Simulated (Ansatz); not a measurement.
**A faulty run on glassy 76SiO2-24MgO (mol %) (94 atoms)**

Program: Ansatz 0.2.0. The cell: 26 Si, 8 Mg and 60 O.

Input file input.yaml:

```yaml
crystal:
  lattice:
    - [10.79285, 0.0, 0.0]
    - [0.0, 10.79285, 0.0]
    - [0.0, 0.0, 10.79285]
  atoms:
    - { symbol: SIx, position: [0.35797, 0.3134, 0.7809] }
    - { symbol: Si, position: [0.16215, 0.44533, 0.92579] }
    - { symbol: Si, position: [0.14816, 0.11617, 0.78922] }
    - { symbol: Si, position: [0.12982, 0.97411, 0.28316] }
    - { symbol: Si, position: [0.03417, 0.46611, 0.65408] }
    - { symbol: Si, position: [0.87549, 0.16368, 0.85273] }
    - { symbol: Si, position: [0.7277, 0.96948, 0.76395] }
    - { symbol: Si, position: [0.791, 0.26022, 0.25943] }
    - { symbol: Si, position: [0.05458, 0.3431, 0.17125] }
    - { symbol: Si, position: [0.69318, 0.31158, 0.49346] }
    - { symbol: Si, position: [0.63948, 0.31584, 0.78016] }
    - { symbol: Si, position: [0.30756, 0.30771, 0.30977] }
    - { symbol: Si, position: [0.68627, 0.99627, 0.29897] }
    - { symbol: Si, position: [0.54186, 0.35261, 0.14563] }
    - { symbol: Si, position: [0.15139, 0.86983, 0.63628] }
    - { symbol: Si, position: [0.32346, 0.48303, 0.54925] }
    - { symbol: Si, position: [0.00197, 0.60248, 0.27152] }
    - { symbol: Si, position: [0.25444, 0.96924, 0.03141] }
    [... 70 atom lines left out ...]
    - { symbol: O, position: [0.67955, 0.26798, 0.63928] }
    - { symbol: O, position: [0.93032, 0.23796, 0.17846] }
    - { symbol: O, position: [0.12568, 0.99991, 0.69534] }
    - { symbol: O, position: [0.01531, 0.19077, 0.80793] }
    - { symbol: O, position: [0.15123, 0.63585, 0.26289] }
    - { symbol: O, position: [0.56346, 0.68621, 0.70087] }
kpoints:
  mp_grid: { grid: [1, 1, 1] }
hamiltonian:
  xc: rpbe
scf:
  occupations: { method: fixed }
  max_iter: 60
output:
  forces: true
```

Launch:

```bash
$ ansatz run input.yaml --threads 4 --pin off --max-ram 8192MiB --backend cpu --events-out ev --progress --plain --runs-dir out
```

The log of the run:

```text
Error: YAML parse error: error: line 7 column 17: `SIx` is not an element symbol (H … Og, case-exact)
 --> <input>:7:17
  |
5 |     - [0.0, 0.0, 10.79285]
6 |   atoms:
7 |     - { symbol: SIx, position: [0.35797, 0.3134, 0.7809] }
  |                 ^ `SIx` is not an element symbol (H … Og, case-exact)
8 |     - { symbol: Si, position: [0.16215, 0.44533, 0.92579] }
9 |     - { symbol: Si, position: [0.14816, 0.11617, 0.78922] }
  |
```

Wall time 0.03 s (4 threads of Intel Xeon Platinum 8375C at 2.90GHz (Ice Lake), shared host); peak memory 0.027 GiB.

**Question.** What is wrong with this input, and how is it mended?

An unknown element: crystal.atoms[0].symbol = "SIx".

The fix is to type the element's symbol rightly.

The program refused it before any cycle.

[Logs are printed without paths, hosts, clocks, repeated set-up lines and the standing remarks that a program may print on its own settings, such as how far it seeks lower states.]

[Hosts, paths, dates, database ids (printed as entryN), source tags and the programs' standing remarks are cut or masked in the printed files.]
